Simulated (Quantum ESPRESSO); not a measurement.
# WSi2N4, 1 layer, stepped through the share of short-range exact exchange, part 2 of 3

Wanted: a table for WSi2N4, 1 layer against the share of short-range exact exchange, and what can be fitted to it.

Quantum ESPRESSO 7.5; plane-wave DFT, PBE, SG15 norm-conserving pseudopotentials.

So far. Step 2 (Variable-cell relaxation of the reference):  The last row is no step: it is a fresh SCF in the final cell with a new plane-wave basis, +1 meV from the row before.

## Step 3: SCF with pw.x, 0

The self-consistent run of this member.

Level of this step: plane-wave DFT, PBE, SG15 norm-conserving pseudopotentials (Quantum ESPRESSO 7.5).

m0.scf.in

```
&control
  prefix = 'm0.scf'
  outdir = './out'
  pseudo_dir = './pseudo'
  calculation = 'scf'
  tprnfor = .true.
/
&system
  ibrav = 0
  nat = 7
  ntyp = 3
  ecutwfc = 60
  ecutrho = 240
  occupations = 'fixed'
  nbnd = 31
/
&electrons
  conv_thr = 1e-08
  mixing_beta = 0.6
  electron_maxstep = 120
/
ATOMIC_SPECIES
  N   14.0070  N_ONCV_PBE-1.2.upf
  Si  28.0850  Si_ONCV_PBE-1.2.upf
  W   183.8400  W_ONCV_PBE-1.2.upf
CELL_PARAMETERS angstrom
  2.90569439000000 0.00000000000000 0.00000000000000
  -1.45284719500000 2.51640515800000 0.00000000000000
  0.00000000000000 0.00000000000000 22.10102208300000
ATOMIC_POSITIONS crystal
  N   0.000000000000 0.000000000000 0.339498739200
  Si  0.333333333300 0.666666666700 0.362981816800
  N   0.333333333300 0.666666666700 0.442585811400
  W   0.000000000000 0.000000000000 0.500000000000
  N   0.333333333300 0.666666666700 0.557414188600
  Si  0.333333333300 0.666666666700 0.637018183200
  N   0.000000000000 0.000000000000 0.660501260800
K_POINTS automatic
  9 9 1 0 0 0
```

The run is started by

```bash
OMP_NUM_THREADS=1 mpirun -n 4 pw.x -nk 4 -in m0.scf.in > m0.scf.out
```

The program printed:

```text
[banner, memory and clock lines left out]
Program PWSCF v.7.5 starts
[citation notice left out]

[...]
Message from routine setup:
[...]
bravais-lattice index     =            0
     lattice parameter (alat)  =       5.4910  a.u.
     unit-cell volume          =    1090.5346 (a.u.)^3
     number of atoms/cell      =            7
     number of atomic types    =            3
     number of electrons       =        56.00
     number of Kohn-Sham states=           31
     kinetic-energy cutoff     =      60.0000  Ry
     charge density cutoff     =     240.0000  Ry
     scf convergence threshold =      1.0E-08
     mixing beta               =       0.6000
     number of iterations used =            8  plain     mixing
     Exchange-correlation= PBE
                           (   1   4   3   4   0   0   0)

[...]
PseudoPot. # 1 for N  read from file:
     ./pseudo/N_ONCV_PBE-1.2.upf
     Pseudo is Norm-conserving, Zval =  5.0
     Generated using ONCVPSP code by D. R. Hamann
     Using radial grid of  602 points,  4 beta functions with:
                l(1) =   0
                l(2) =   0
                l(3) =   1
                l(4) =   1

     PseudoPot. # 2 for Si read from file:
     ./pseudo/Si_ONCV_PBE-1.2.upf
     Pseudo is Norm-conserving, Zval =  4.0
     Generated using ONCVPSP code by D. R. Hamann
     Using radial grid of  602 points,  4 beta functions with:
                l(1) =   0
                l(2) =   0
                l(3) =   1
                l(4) =   1

     PseudoPot. # 3 for W  read from file:
     ./pseudo/W_ONCV_PBE-1.2.upf
     Pseudo is Norm-conserving, Zval = 28.0
     Generated using ONCVPSP code by D. R. Hamann
     Using radial grid of  602 points,  8 beta functions with:
                l(1) =   0
                l(2) =   0
                l(3) =   1
                l(4) =   1
                l(5) =   2
                l(6) =   2
                l(7) =   3
                l(8) =   3

     atomic species   valence    mass     pseudopotential
     N                 5.00    14.00700     N ( 1.00)
     Si                4.00    28.08500     Si( 1.00)
     W                28.00   183.84000     W ( 1.00)

     12 Sym. Ops. (no inversion) found

[...]
number of k points=    12
[...]
Dense  grid:    68563 G-vectors     FFT dimensions: (  27,  27, 216)

     Initial potential from superposition of free atoms

     starting charge      55.8301, renormalised to      56.0000

     negative rho (up, down):  1.585E-04 0.000E+00
     Starting wfcs are random

     per-process dynamical memory:    58.7 Mb

     Self-consistent Calculation

     iteration #  1     ecut=    60.00 Ry     beta= 0.60
     Davidson diagonalization with overlap
     ethr =  1.00E-02,  avg # of iterations = 14.3

     negative rho (up, down):  1.716E-08 0.000E+00

     total energy              =    -638.98143377 Ry
     estimated scf accuracy    <       2.00437257 Ry

     iteration #  2     ecut=    60.00 Ry     beta= 0.60
[...]
total energy              =    -638.38843009 Ry
     estimated scf accuracy    <       5.81290310 Ry

     iteration #  3     ecut=    60.00 Ry     beta= 0.60
[...]
total energy              =    -639.15596192 Ry
     estimated scf accuracy    <       5.08607367 Ry

     iteration #  4     ecut=    60.00 Ry     beta= 0.60
[...]
total energy              =    -639.78141449 Ry
     estimated scf accuracy    <       0.09522099 Ry

     iteration #  5     ecut=    60.00 Ry     beta= 0.60
[...]
total energy              =    -639.80055949 Ry
     estimated scf accuracy    <       0.01192166 Ry

     iteration #  6     ecut=    60.00 Ry     beta= 0.60
[...]
total energy              =    -639.80169458 Ry
     estimated scf accuracy    <       0.00289469 Ry

[...]
iteration # 11     ecut=    60.00 Ry     beta= 0.60
[...]
negative rho (up, down):  5.530E-06 0.000E+00

[...]
total energy              =    -639.80170253 Ry
     estimated scf accuracy    <       0.00000038 Ry

     iteration # 12     ecut=    60.00 Ry     beta= 0.60
[...]
total energy              =    -639.80170257 Ry
     estimated scf accuracy    <       0.00000010 Ry

     iteration # 13     ecut=    60.00 Ry     beta= 0.60
[...]
total energy              =    -639.80170258 Ry
     estimated scf accuracy    <       0.00000004 Ry

     iteration # 14     ecut=    60.00 Ry     beta= 0.60
[...]
End of self-consistent calculation

          k = 0.0000 0.0000 0.0000 (  8575 PWs)   bands (ev):

   -70.3472 -34.6341 -34.2738 -34.2738 -24.5672 -24.5386 -24.5386 -24.5192
   -24.4252 -24.4252 -24.3950 -15.0171 -14.8868 -12.6934 -11.0499  -5.2702
    -2.2984  -0.2948  -0.2948  -0.2509  -0.0888  -0.0888   0.0689   0.0689
     1.3219   1.3950   1.3950   3.8586   6.9288   6.9288   7.5456

          k = 0.0000 0.1283 0.0000 (  8555 PWs)   bands (ev):

   -70.3402 -34.6150 -34.3767 -34.2964 -24.5637 -24.5391 -24.5371 -24.5230
   -24.4272 -24.4257 -24.3936 -14.8117 -14.6930 -12.4943 -11.0287  -5.0429
    -2.3507  -1.0945  -0.9843  -0.5378  -0.3544  -0.2974   0.0092   0.1836
     1.0191   1.1435   1.5653   3.6882   6.6490   6.9308   7.2936

[...]
highest occupied, lowest unoccupied level (ev):     3.8586    6.2929

!    total energy              =    -639.80170258 Ry
     estimated scf accuracy    <          4.3E-09 Ry

     The total energy is the sum of the following terms:
     one-electron contribution =   -5322.14118745 Ry
     hartree contribution      =    2675.58498711 Ry
     xc contribution           =     -68.33111421 Ry
     ewald contribution        =    2075.08561197 Ry

     convergence has been achieved in  14 iterations

     Forces acting on atoms (cartesian axes, Ry/au):

     atom    1 type  1   force =     0.00000000    0.00000000    0.00011794
     atom    2 type  2   force =     0.00000000    0.00000000   -0.00108657
     atom    3 type  1   force =     0.00000000    0.00000000    0.00720382
     atom    4 type  3   force =     0.00000000   -0.00000000    0.00000000
     atom    5 type  1   force =     0.00000000   -0.00000000   -0.00720382
     atom    6 type  2   force =     0.00000000    0.00000000    0.00108657
     atom    7 type  1   force =     0.00000000   -0.00000000   -0.00011794

     Total force =     0.010304     Total SCF correction =     0.000160

[...]
```

Elapsed: 29 s, on 4 MPI ranks of Arm Neoverse V1, shared host; peak memory 0.45 GiB.

This step gave:

```
free energy                          : -8704.9456 eV
valence top, on the run's zero       : 3.859 eV
conduction bottom, on the run's zero : 6.293 eV
gap by band count                    : 2.434 eV
```

## Step 4: Electrostatic potential, 0

plot_num = 11 writes the bare and Hartree potential, from which vacuum levels or, in a crystal, the mean potential are read.

m0.pot.in

```
&inputpp
  prefix = 'm0.scf'
  outdir = './out'
  filplot = 'm0.pot.dat'
  plot_num = 11
/
```

The run is started by

```bash
OMP_NUM_THREADS=1 mpirun -n 4 pp.x -in m0.pot.in > m0.pot.out
```

The program printed:

```text
[banner, memory and clock lines left out]
Program POST-PROC v.7.5 starts

          URL

     ./out/m0.scf.save/

     IMPORTANT: XC functional enforced from input :
     Exchange-correlation= PBE
                           (   1   4   3   4   0   0   0)
     Any further DFT definition will be discarded
     Please, verify this is what you really want

     Calling punch_plot, plot_num =  11
     Writing data to file  m0.pot.dat
     Message from routine chdens:
     namelist plot not found or invalid, exiting
```

The job ended after 0.71 s (4 MPI ranks; peak memory 0.09 GiB).

Read from the output:

```
potential in the middle of the vacuum, over the valence top : 5.330 eV
```

Electrostatic potential energy of an electron; zero at the highest filled level of the SCF mesh. The potential energy, planar mean by z:

```tsv
z (Å)	potential energy, planar mean (eV)
0.0	5.33
0.5	5.33
1.0	5.33
1.5	5.33
2.0	5.33
2.5	5.33
3.0	5.33
3.5	5.33
4.0	5.33
4.5	5.33
5.0	5.32
5.5	5.28
6.0	5.06
6.5	3.92
7.0	-2.11
7.5	-19.0
8.0	-29.7
8.5	-10.2
9.0	-0.395
9.5	-4.65
10.0	-8.94
10.5	-13.2
11.0	-30.5
11.5	-17.1
12.0	-8.25
12.5	-6.79
13.0	0.0125
13.5	-6.86
14.0	-27.9
14.5	-22.2
15.0	-4.91
15.5	3.36
16.0	4.95
16.5	5.26
17.0	5.31
17.5	5.33
18.0	5.33
18.5	5.33
19.0	5.33
19.5	5.33
20.0	5.33
20.5	5.33
21.0	5.33
21.5	5.33
```

## Step 5: SCF with pw.x, 0.1

Level of this step: plane-wave DFT, screened hybrid with 0.1 exact exchange, SG15 norm-conserving pseudopotentials (Quantum ESPRESSO 7.5). input_dft overrides the functional of the files.

m1.scf.in, as its differences from the input of step 3:

```diff
@@ -1,3 +1,3 @@
 &control
-  prefix = 'm0.scf'
+  prefix = 'm1.scf'
   outdir = './out'
@@ -15,2 +15,8 @@
   nbnd = 31
+  input_dft = 'hse'
+  exx_fraction = 0.1
+  nqx1 = 3
+  nqx2 = 3
+  nqx3 = 1
+  ecutfock = 60
 /
```

The run is started by

```bash
OMP_NUM_THREADS=1 mpirun -n 4 pw.x -nk 4 -in m1.scf.in > m1.scf.out
```

The program printed:

```text
[banner, memory and clock lines left out]
Program PWSCF v.7.5 starts
[...]
Message from routine setup:
[...]
number of electrons       =        56.00
     number of Kohn-Sham states=           31
     kinetic-energy cutoff     =      60.0000  Ry
     charge density cutoff     =     240.0000  Ry
[...]
number of k points=    12
[...]
Dense  grid:    68563 G-vectors     FFT dimensions: (  27,  27, 216)
[...]
negative rho (up, down):  1.585E-04 0.000E+00
     Starting wfcs are random
[...]
negative rho (up, down):  1.716E-08 0.000E+00
[...]
estimated scf accuracy    <       2.00437257 Ry
[...]
estimated scf accuracy    <       5.81290310 Ry
[...]
estimated scf accuracy    <       5.08607367 Ry
[...]
estimated scf accuracy    <       0.09522099 Ry
[...]
estimated scf accuracy    <       0.01192166 Ry
[...]
estimated scf accuracy    <       0.00289469 Ry
[...]
estimated scf accuracy    <       0.00105122 Ry
[...]
estimated scf accuracy    <       0.00018625 Ry
[...]
estimated scf accuracy    <       0.00003622 Ry
[...]
estimated scf accuracy    <       0.00000313 Ry
[...]
negative rho (up, down):  5.530E-06 0.000E+00
[...]
estimated scf accuracy    <       0.00000038 Ry
[...]
estimated scf accuracy    <       0.00000010 Ry
[...]
estimated scf accuracy    <       0.00000004 Ry
[...]
highest occupied, lowest unoccupied level (ev):     3.8586    6.2929
!    total energy              =    -639.80170258 Ry
     estimated scf accuracy    <          4.3E-09 Ry
     convergence has been achieved in  14 iterations
[...]
estimated scf accuracy    <       0.00226269 Ry
[...]
estimated scf accuracy    <       0.00526736 Ry
[...]
estimated scf accuracy    <       0.00005676 Ry
[...]
estimated scf accuracy    <       0.00001787 Ry
[...]
estimated scf accuracy    <       0.00000151 Ry
[...]
estimated scf accuracy    <       0.00000020 Ry
[...]
estimated scf accuracy    <       0.00000008 Ry
[...]
highest occupied, lowest unoccupied level (ev):     3.5950    6.2433
!    total energy              =    -639.29612020 Ry
     estimated scf accuracy    <          2.1E-09 Ry
     convergence has been achieved in   8 iterations
[...]
estimated scf accuracy    <       0.00000747 Ry
[...]
estimated scf accuracy    <       0.00001396 Ry
[...]
estimated scf accuracy    <       0.00000030 Ry
[...]
estimated scf accuracy    <       0.00000011 Ry
[...]
highest occupied, lowest unoccupied level (ev):     3.5940    6.2452
!    total energy              =    -639.29622919 Ry
     estimated scf accuracy    <          9.4E-09 Ry
     convergence has been achieved in   5 iterations
[...]
estimated scf accuracy    <       0.00000003 Ry
[...]
estimated scf accuracy    <       0.00000004 Ry
[...]
highest occupied, lowest unoccupied level (ev):     3.5946    6.2462
!    total energy              =    -639.29623007 Ry
     estimated scf accuracy    <          3.2E-09 Ry
     convergence has been achieved in   3 iterations
[...]
estimated scf accuracy    <       0.00000004 Ry
[...]
estimated scf accuracy    <       0.00000012 Ry
[...]
highest occupied, lowest unoccupied level (ev):     3.5943    6.2459
!    total energy              =    -639.29623009 Ry
     estimated scf accuracy    <          1.2E-10 Ry
     convergence has been achieved in   3 iterations
[...]
!!   total energy              =    -639.29623009 Ry
[...]
Total force =     0.024066     Total SCF correction =     0.000030
[...]
```

Wall time 2.5 min (4 MPI ranks); peak memory 4.2 GiB; 9.9 min of CPU time.

This step gave:

| Quantity | Value |
| --- | --- |
| free energy | -8698.0683 eV |
| valence top, on the run's zero | 3.594 eV |
| conduction bottom, on the run's zero | 6.246 eV |
| gap by band count | 2.652 eV |

(Part 2 of 3 ends here.)

[Logs are printed without paths, hosts, clocks, repeated set-up lines and the standing remarks that a program may print on its own settings, such as how far it seeks lower states.]

[Hosts, paths, dates, database ids (printed as entryN), source tags and the programs' standing remarks are cut or masked in the printed files.]

[Maps of the electrostatic potential energy from Ansatz leave out the sawtooth potential of an applied field or a dipole correction, so their vacuum need not be flat; planar profiles and work functions include it.]
